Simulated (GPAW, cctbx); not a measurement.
# (SrO)1(MgS)1: what bonding does to one electron reflection, worked out

(SrO)1(MgS)1, P4/mmm (no. 123), a = 3.5966 Å, b = 3.5966 Å, c = 5.8454 Å, α = 90.00°, β = 90.00°, γ = 90.00°.

```csv
atom,mult.,x,y,z
Sr1,1,0,0,0
S1,1,0,0,1/2
Mg1,1,1/2,1/2,1/2
O1,1,1/2,1/2,0
```

The cell is a (SrO)1(MgS)1 superlattice along [001] of the rock-salt type, started at the mean lattice constant and relaxed freely, with no substrate.

A DFT run (GPAW, PBE, 550 eV, 7×7×5 k-points (along the axes of the calculation cell), Fermi–Dirac width 0.05 eV) gives the static X-ray structure factor of 001 as 17.675 e for the conventional cell; superposed free atoms give 17.213 e. **Problem.** Find the Fourier component V of the crystal potential and the two-beam extinction distance at 300 kV in both cases.

### 1. Geometry

The cell volume is Ω = 75.62 Å³ and d(001) = 5.8454 Å, so g = 1/d = 0.1711 Å⁻¹.

### 2. The nuclei

Electrons feel nuclei as well as electrons, so the nuclear charges are summed with the same phases.

Phase sums Σ exp(2πi h·x), turned so that the total is real and positive: Sr +1.000, S -1.000, Mg -1.000, O +1.000. Then F_Z = 38 × (+1.000) + 16 × (-1.000) + 12 × (-1.000) + 8 × (+1.000) = 18.00 e. The electron term has the same sign for this reflection.

### 3. Mott–Bethe

Poisson's equation, term by term, gives V = (e/4πε₀)(F_Z − F)/(πΩg²), with e/4πε₀ = 14.3996 V Å.

The prefactor is 14.3996 × 5.8454²/(π × 75.62) = 2.07118 V per electron. Free atoms: (18.00 − 17.213) × 2.07118 = 1.630 V. Crystal: (18.00 − 17.675) × 2.07118 = 0.673 V. F changes by +2.68 % and V by -58.7 %: the same 0.46 e is measured against F_Z − F = 0.8 e in place of F = 17.2 e.

### 4. Extinction distance

In the two-beam case ξ = 1/(λU) with U = 2γm₀eV/h², that is ξ = 150.41 V Å²/(γλV).

At 300 kV, λ = 0.01969 Å and γ = 1.5871. Free atoms: ξ = 2953 Å. Crystal: ξ = 7151 Å. The thickness fringes go as sin²(πt/ξ), so the two patterns slip by a quarter of a period when t|1/ξ₁ − 1/ξ₀| = 1/4, at t ≈ 126 nm. Thermal motion, absorption and many-beam coupling, left out here, change a real pattern.

### 5. Answer

V(001) is 0.67 V against 1.63 V, and ξ is 7151 against 2953 Å. Limits: static atoms, two beams.

[Outputs are excerpts: Python notices, other lines and further rows are left out; steps that failed or that the build refused (PBEsol, TPSS) are not shown.]

[Logs are printed without paths, hosts, clocks, repeated set-up lines and the standing remarks that a program may print on its own settings, such as how far it seeks lower states.]
